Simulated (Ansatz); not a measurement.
# Quasi-harmonic thermodynamics of GaP (F-43m), part 2 of 2

Aim: the lattice, expansion, heat capacity and bulk modulus of GaP as it warms.

Measurements to reproduce:
- volume expansion coefficient 15.9 1e-6/K, heat capacity C_P per formula unit 44.2 J/mol/K and bulk modulus 88.7 GPa near room temperature (given in “High-Throughput Prediction of Finite-Temperature Properties using the Quasi-Harmonic Approximation”, 2016, arXiv:1603.06924)

Ansatz 0.2.0; DFT r2SCAN, scalar-relativistic, plane waves, PAW.

So far, gap on the k-mesh (eV): step 2 (probe on a coarse mesh) 1.90; step 3 (relaxing cell and atoms, k-mesh 8×8×8, smearing width 0.02 eV) 1.89; step 4 (relaxing cell and atoms, k-mesh 8×8×8, occupations fixed) 1.90. The relaxed cell has a = 5.451 Å (conventional setting).

**5. Phonons on strained cells**

Thermal expansion follows from how the free energy of the vibrations (and of the electrons in a metal) changes with strain, so the program makes strained cells, their phonons and a fit in one run.

File input.yaml:

```yaml
crystal:
  lattice:
    - [0.0, 2.7256930111, 2.7256930111]
    - [2.7256930111, 0.0, 2.7256930111]
    - [2.7256930111, 2.7256930111, 0.0]
  atoms:
    - { symbol: Ga, position: [0.0, 0.0, 0.0] }
    - { symbol: P, position: [0.25, 0.25, 0.25] }
kpoints:
  mp_grid: { grid: [8, 8, 8] }
hamiltonian:
  xc: r2scan
scf:
  occupations: { method: fixed }
output:
  eigenvalues: true
phonons:
  method: dfpt
  qmesh: [4, 4, 4]
  temperatures: { t_max: 800.0, t_step: 50 }
  thermal_expansion: {}
```

Launch:

```sh
> ansatz run input.yaml --threads 4 --pin off --max-ram 16384MiB --backend cpu --events-out ev --progress --plain --runs-dir out
```

Numbers of over 12 decimals in the logs are rounded to 6 here.

What it wrote:

```text
Warning: phonons: the dynamical matrix that this run interpolates holds no multipole term above the dipole-dipole one, and a site of this crystal is no centre of inversion, so its interpolated transverse optical and acoustic branches and sound speeds can stay off near Gamma, and the density of states and the thermodynamics with them. What a run solves at a wave vector of phonons.qpoints, Gamma apart, where the deck admits one, is free of this, and under fd what a larger phonons.supercell samples
[...]
Crystal: 2 atoms, lattice volume = 40.501 Å³
Basis set: ecut = 580 eV, 1243 PW (Γ), exchange–correlation on 160×160×160 points (125 copies of the dense FFT grid, shifted against one another)
Bands: 13, of which v1, the nominal top of the filled ones, is band 9 counted from 1 (8 counted from 0)
Symmetry: 24 space group operations
[...]
k-points: 29 of 512 (time reversal used)
[...]
SCF iter   1: F=—  HF=-4550.474980 eV  |F-HF|=—  |Δ(HF+E_count)|=         —  Δρ=8.91e-3  dr2=1.88e-2  dr2_τ=7.41e-3  ethr=1.77e-3  ⟨swp⟩=5.1  Hψ=2023  notcnv=0  defer=52
[...]
SCF iter   9: F=-4550.484248 eV  HF=-4550.484248 eV  |F-HF|=0.00e0  |Δ(HF+E_count)|=  2.73e-12  Δρ=6.65e-8  dr2=2.16e-12  dr2_τ=9.82e-15  ethr=1.00e-12  ⟨swp⟩=8.9  Hψ=2561  notcnv=0
SCF 1 converged in 9 iterations: F = -4550.484248 eV  dr2 = 2.16e-12
[...]
relax step   1: F+E_penalty+E_count = -4550.48424775 eV  Δ(F+E_penalty+E_count) = +0.000e0 eV  max|allowed force component| = 2.498e-16 eV/Å  Δτ_max = 0.0000 Å  (9 SCF iters, accepted)
SCF converged after 9 iterations
Free energy (F): -4550.484248 eV
[...]
Internal energy: -4550.484248 eV  (E = F + TS)
E sigma→0 (E₀):  -4550.484248 eV
Fermi energy:    6.893060 eV
[...]
--- Stress (GPa, compression-positive) ---
       -0.002410      -0.000000       0.000000
       -0.000000      -0.002410       0.000000
       -0.000000       0.000000      -0.002410
  P = ⅓ Tr σ = -0.0024 GPa (-0.024 kbar)
--- Band table (eV; the first three rows and the last of 29) ---
  k-point 0: bands = [... 5 lower, -6.1291, 6.8931, 6.8931, 6.8931, 9.2543, 11.0664, 11.0664, 11.0664]
  k-point 1: bands = [... 5 lower, -5.9156, 5.2691, 6.6542, 6.6542, 9.7839, 11.4324, 11.4324, 11.7508]
  k-point 2: bands = [... 5 lower, -5.3135, 2.9272, 6.2016, 6.2016, 9.4365, 11.9620, 11.9620, 13.7802]
  k-point 28: bands = [... 5 lower, -2.9401, 0.1565, 3.1830, 3.3528, 11.9260, 12.1864, 13.4346, 13.4756]
── thermal expansion: 3 new cells, 3 in all ──
thermal expansion: relaxation of cell 2
thermal expansion: relaxation of cell 3
── thermal expansion: 2 new cells, 5 in all ──
thermal expansion: relaxation of cell 4
thermal expansion: lower-state search of cell 4
thermal expansion: phonons of cell 4
thermal expansion: relaxation of cell 5
thermal expansion: phonons of cell 5
── thermal expansion: 5 new cells, 10 in all ──
thermal expansion: relaxation of cell 6
thermal expansion: relaxation of cell 7
thermal expansion: relaxation of cell 8
thermal expansion: relaxation of cell 9
thermal expansion: relaxation of cell 10
thermal expansion: phonons of cell 6
thermal expansion: phonons of cell 7
--- Relaxed structure (1 steps of the walk, 1 accepted, 0 SCFs on fresh bases) ---
  F+E_penalty+E_count = -4550.48424775 eV   max|allowed force component| = 2.498e-16 eV/Å
  atoms:
    - { symbol: Ga, position: [0.0, 0.0, 0.0] }
    - { symbol: P, position: [0.25, 0.25, 0.25] }
--- Thermal expansion: 10 cells in 3 rounds, 0 GPa ---
  no lower state was reached at cell 4
  without vibrations: a 3.85468, b 3.85468, c 3.85468 Å, V 40.4995 Å³, B 87.82 GPa
  at 0 K: a 3.86058, b 3.86058, c 3.86058 Å, V 40.6858 Å³, B 86.56 GPa
  zero-point expansion: a +0.153, b +0.153, c +0.153, V +0.460 %
      T/K        a/Å        b/Å        c/Å       V/Å³ | expansion of a, b, c, V (1e-6/K)   | that of V in the mean from 25 °C | C_P, C_V (J/mol K of the cell) | B_T, B_S (GPa)
     0.00    3.86058    3.86058    3.86058    40.6858 |    0.00    0.00    0.00    0.00 |    8.05 |     0.000     0.000 |    86.56    86.56
   100.00    3.86071    3.86071    3.86071    40.6899 |    1.41    1.41    1.41    4.24 |   11.60 |    21.751    21.747 |    86.34    86.36
   200.00    3.86184    3.86184    3.86184    40.7257 |    4.15    4.15    4.15   12.44 |   14.48 |    37.484    37.419 |    85.61    85.76
   298.15    3.86367    3.86367    3.86367    40.7837 |    5.35    5.35    5.35   16.05 |       - |    43.589    43.429 |    84.73    85.04
   350.00    3.86478    3.86478    3.86478    40.8188 |    5.70    5.70    5.70   17.11 |   16.62 |    45.257    45.045 |    84.24    84.64
   450.00    3.86708    3.86708    3.86708    40.8917 |    6.14    6.14    6.14   18.43 |   17.44 |    47.173    46.859 |    83.29    83.84
   550.00    3.86952    3.86952    3.86952    40.9690 |    6.43    6.43    6.43   19.29 |   18.04 |    48.245    47.829 |    82.32    83.03
   650.00    3.87205    3.87205    3.87205    41.0494 |    6.64    6.64    6.64   19.93 |   18.52 |    48.922    48.403 |    81.34    82.21
   750.00    3.87466    3.87466    3.87466    41.1324 |    6.82    6.82    6.82   20.45 |   18.92 |    49.394    48.770 |    80.36    81.39
   800.00    3.87598    3.87598    3.87598    41.1748 |    6.90    6.90    6.90   20.69 |   19.11 |    49.583    48.904 |    79.87    80.98
  the static fit leaves 0.001 meV an atom of the energies and, of the stresses, 0.000 GPa of each cell's largest along a strain (root mean squares over the cells), whose Pulay part it has at -0.010 GPa
  vibrations' free energy: its fit passes through its cells
  the electrons' free energy at temperature is not in it: every band gap is over 0.83 eV
  free energies summed between the sampled wave vectors
  estimated error of the fitted expansion in any direction: up to 0.036e-6/K, at 800 K, with few degrees of freedom (an estimate, not a bound: it was exceeded on models of known expansion)
  by sums over the sampled wave vectors an expansion of the volume parts by up to 0.59e-6/K
  by a static energy of one degree less an expansion of the volume parts by up to 0.00e-6/K
  the FFT grids of the static calculations differ: 30 × 30 × 30, 32 × 32 × 32
  band gaps on the cells' k-points are 1.847 to 1.931 eV
```

It took 38 min on 4 threads of Arm Neoverse V2, shared host; peak memory 2.1 GiB; 2.5 h of CPU time.

This step gave:

```
pressure                                         : -0.002410 GPa
volume expansion coefficient at 298 K            : 16.05 1e-6/K
C_P at 298 K                                     : 21.79 J/mol-atom/K
entropy at 298 K                                 : 25.62 J/mol-atom/K
isothermal bulk modulus at 298 K                 : 84.73 GPa
Grüneisen parameter at 298 K                     : 0.7690
volume at 298 K                                  : 20.39 Å³/atom
principal linear expansion coefficients at 298 K : 5.35, 5.35, 5.35 1e-6/K
```

Strained cells of the study; zero-point energy where phonons were solved; the pressures are stresses at a fixed cutoff and can carry an offset from the finite basis. Expansion cells, by row:

| cell | \|a\| (Å) | \|b\| (Å) | \|c\| (Å) | V (Å³/atom) | E - E_lowest (meV/atom) | pressure, compression positive (GPa) | gap (eV) | zero-point energy (meV/atom) |
| --- | --- | --- | --- | --- | --- | --- | --- | --- |
| 1 | 3.855 | 3.855 | 3.855 | 20.25 | 0 | -0.013 | 1.895 | - |
| 2 | 3.886 | 3.886 | 3.886 | 20.74 | 3.118 | -2.004 | 1.93 | - |
| 3 | 3.824 | 3.824 | 3.824 | 19.77 | 3.227 | 2.199 | 1.858 | - |
| 4 | 3.855 | 3.855 | 3.855 | 20.25 | 0.001 | -0.031 | 1.896 | 46.73 |
| 5 | 3.874 | 3.874 | 3.874 | 20.56 | 1.267 | -1.301 | 1.918 | 45.98 |
| 6 | 3.865 | 3.865 | 3.865 | 20.41 | 0.326 | -0.674 | 1.907 | 46.35 |
| 7 | 3.884 | 3.884 | 3.884 | 20.71 | 2.782 | -1.898 | 1.928 | 45.6 |
| 8 | 3.817 | 3.817 | 3.817 | 19.66 | 5.011 | 2.772 | 1.847 | - |
| 9 | 3.836 | 3.836 | 3.836 | 19.95 | 1.218 | 1.326 | 1.872 | - |
| 10 | 3.898 | 3.898 | 3.898 | 20.95 | 6.161 | -2.763 | 1.931 | - |

Quasi-harmonic; a, b, c are the run's own cell vectors. Expansion, by row:

| T (K) | a (Å) | b (Å) | c (Å) | alpha (deg) | beta (deg) | gamma (deg) | cell volume (Å³/cell) | alpha_a (1e-6/K) | alpha_b (1e-6/K) | alpha_c (1e-6/K) | alpha_V (1e-6/K) | C_P (J/mol-atom/K) | C_V (J/mol-atom/K) | S (J/mol-atom/K) | B_T (GPa) | B_S (GPa) | Grueneisen | extrapolation | fit error (1e-6/K) |
| --- | --- | --- | --- | --- | --- | --- | --- | --- | --- | --- | --- | --- | --- | --- | --- | --- | --- | --- | --- |
| 0 | 3.861 | 3.861 | 3.861 | 60 | 60 | 60 | 40.69 | 0 | 0 | 0 | 0 | 0 | 0 | 0 | 86.56 | 86.56 | - | 0 | 0 |
| 50 | 3.861 | 3.861 | 3.861 | 60 | 60 | 60 | 40.69 | 0.11 | 0.11 | 0.11 | 0.32 | 4.54 | 4.54 | 1.97 | 86.53 | 86.53 | 0.074 | 0 | 0 |
| 100 | 3.861 | 3.861 | 3.861 | 60 | 60 | 60 | 40.69 | 1.41 | 1.41 | 1.41 | 4.24 | 10.88 | 10.87 | 7.139 | 86.34 | 86.36 | 0.413 | 0 | 0 |
| 150 | 3.861 | 3.861 | 3.861 | 60 | 60 | 60 | 40.7 | 3.01 | 3.01 | 3.01 | 9.04 | 15.68 | 15.66 | 12.52 | 86.01 | 86.09 | 0.609 | 0 | 0 |
| 200 | 3.862 | 3.862 | 3.862 | 60 | 60 | 60 | 40.73 | 4.15 | 4.15 | 4.15 | 12.44 | 18.74 | 18.71 | 17.48 | 85.61 | 85.76 | 0.698 | 0 | 0.01 |
| 250 | 3.863 | 3.863 | 3.863 | 60 | 60 | 60 | 40.75 | 4.88 | 4.88 | 4.88 | 14.64 | 20.63 | 20.57 | 21.89 | 85.17 | 85.4 | 0.744 | 0 | 0.01 |
| 298.1 | 3.864 | 3.864 | 3.864 | 60 | 60 | 60 | 40.78 | 5.35 | 5.35 | 5.35 | 16.05 | 21.79 | 21.71 | 25.62 | 84.73 | 85.04 | 0.769 | 0 | 0.01 |
| 300 | 3.864 | 3.864 | 3.864 | 60 | 60 | 60 | 40.78 | 5.36 | 5.36 | 5.36 | 16.09 | 21.83 | 21.75 | 25.76 | 84.71 | 85.03 | 0.77 | 0 | 0.01 |
| 350 | 3.865 | 3.865 | 3.865 | 60 | 60 | 60 | 40.82 | 5.7 | 5.7 | 5.7 | 17.11 | 22.63 | 22.52 | 29.19 | 84.24 | 84.64 | 0.787 | 0 | 0.01 |
| 400 | 3.866 | 3.866 | 3.866 | 60 | 60 | 60 | 40.85 | 5.95 | 5.95 | 5.95 | 17.86 | 23.18 | 23.05 | 32.25 | 83.77 | 84.24 | 0.798 | 0 | 0.01 |
| 450 | 3.867 | 3.867 | 3.867 | 60 | 60 | 60 | 40.89 | 6.14 | 6.14 | 6.14 | 18.43 | 23.59 | 23.43 | 35 | 83.29 | 83.84 | 0.807 | 0 | 0.01 |
| 500 | 3.868 | 3.868 | 3.868 | 60 | 60 | 60 | 40.93 | 6.3 | 6.3 | 6.3 | 18.9 | 23.89 | 23.71 | 37.51 | 82.8 | 83.44 | 0.814 | 0 | 0.01 |
| 550 | 3.87 | 3.87 | 3.87 | 60 | 60 | 60 | 40.97 | 6.43 | 6.43 | 6.43 | 19.29 | 24.12 | 23.91 | 39.79 | 82.32 | 83.03 | 0.819 | 0 | 0.01 |
| 600 | 3.871 | 3.871 | 3.871 | 60 | 60 | 60 | 41.01 | 6.54 | 6.54 | 6.54 | 19.63 | 24.31 | 24.07 | 41.9 | 81.83 | 82.62 | 0.824 | 0 | 0.01 |
| 650 | 3.872 | 3.872 | 3.872 | 60 | 60 | 60 | 41.05 | 6.64 | 6.64 | 6.64 | 19.93 | 24.46 | 24.2 | 43.85 | 81.34 | 82.21 | 0.828 | 0 | 0.01 |
| 700 | 3.873 | 3.873 | 3.873 | 60 | 60 | 60 | 41.09 | 6.73 | 6.73 | 6.73 | 20.2 | 24.59 | 24.3 | 45.67 | 80.85 | 81.8 | 0.832 | 0 | 0.02 |
| 750 | 3.875 | 3.875 | 3.875 | 60 | 60 | 60 | 41.13 | 6.82 | 6.82 | 6.82 | 20.45 | 24.7 | 24.39 | 47.37 | 80.36 | 81.39 | 0.835 | 0 | 0.03 |
| 800 | 3.876 | 3.876 | 3.876 | 60 | 60 | 60 | 41.17 | 6.9 | 6.9 | 6.9 | 20.69 | 24.79 | 24.45 | 48.97 | 79.87 | 80.98 | 0.838 | 0 | 0.04 |

The expansion coefficient by temperature; values in 1e-6/K:

| temperature (K) | volume | principal 1 |
| --- | --- | --- |
| 0 | 0 | 0 |
| 50 | 0.32 | 0.11 |
| 100 | 4.24 | 1.41 |
| 150 | 9.04 | 3.01 |
| 200 | 12.4 | 4.15 |
| 250 | 14.6 | 4.88 |
| 298 | 16.1 | 5.35 |
| 300 | 16.1 | 5.36 |
| 350 | 17.1 | 5.7 |
| 400 | 17.9 | 5.95 |
| 450 | 18.4 | 6.14 |
| 500 | 18.9 | 6.3 |
| 550 | 19.3 | 6.43 |
| 600 | 19.6 | 6.54 |
| 650 | 19.9 | 6.64 |
| 700 | 20.2 | 6.73 |
| 750 | 20.4 | 6.82 |
| 800 | 20.7 | 6.9 |

At 298 K the volume expansion is 16.0 × 10⁻⁶/K and B_T is 84.7 GPa. The program raised the cutoff to 580 eV by itself: with no cutoff typed, the study takes about 1.16 times the default for its relaxations and scales it with the volume for the phonons.

**6. Outcome**

```yaml
settings_of_these_figures: r2SCAN, 580 eV, k 8×8×8, q 4×4×4
volume_expansion_coefficient_at_298_k: 16.05 1e-6/K
c_p_at_298_k: 21.79 J/mol-atom/K
entropy_at_298_k: 25.62 J/mol-atom/K
isothermal_bulk_modulus_at_298_k: 84.73 GPa
grueneisen_parameter_at_298_k: 0.7690
volume_at_298_k: 20.39 Å³/atom
principal_linear_expansion_coefficients_at_298_k: 5.35, 5.35, 5.35 1e-6/K
```

**Reading.** Near room temperature GaP expands by 16.0 × 10⁻⁶/K in volume by r2SCAN, with C_P = 21.8 J/(mol K) per mole of atoms and B_T = 84.7 GPa. C_P at room temperature is 87 % of the classical 3R an atom, so the stiffest modes are still partly frozen out. A measured volume expansion coefficient near room temperature is 15.9 1e-6/K (arXiv:1603.06924); the calculated 16.0 1e-6/K differs by +1 %. A measured bulk modulus near room temperature is 88.7 GPa (arXiv:1603.06924); the calculated 84.7 GPa differs by -4 %. The table does not say whether its value is isothermal or adiabatic. A measured heat capacity per formula unit near room temperature is 44.2 J/mol/K (arXiv:1603.06924); the calculated 43.6 J/mol/K differs by -1 %. The interpolation has no quadrupole term, so branches near the zone centre are less sure, since this crystal has sites that are not centres of inversion. The PAW files were made for PBE and are used here under another functional, for which the program regenerates the frozen cores.

[Logs are printed without paths, hosts, clocks, repeated set-up lines and the standing remarks that a program may print on its own settings, such as how far it seeks lower states.]

[Hosts, paths, dates, database ids (printed as entryN), source tags and the programs' standing remarks are cut or masked in the printed files.]

[A step with changed settings may run another functional than the one named; its input shows which.]
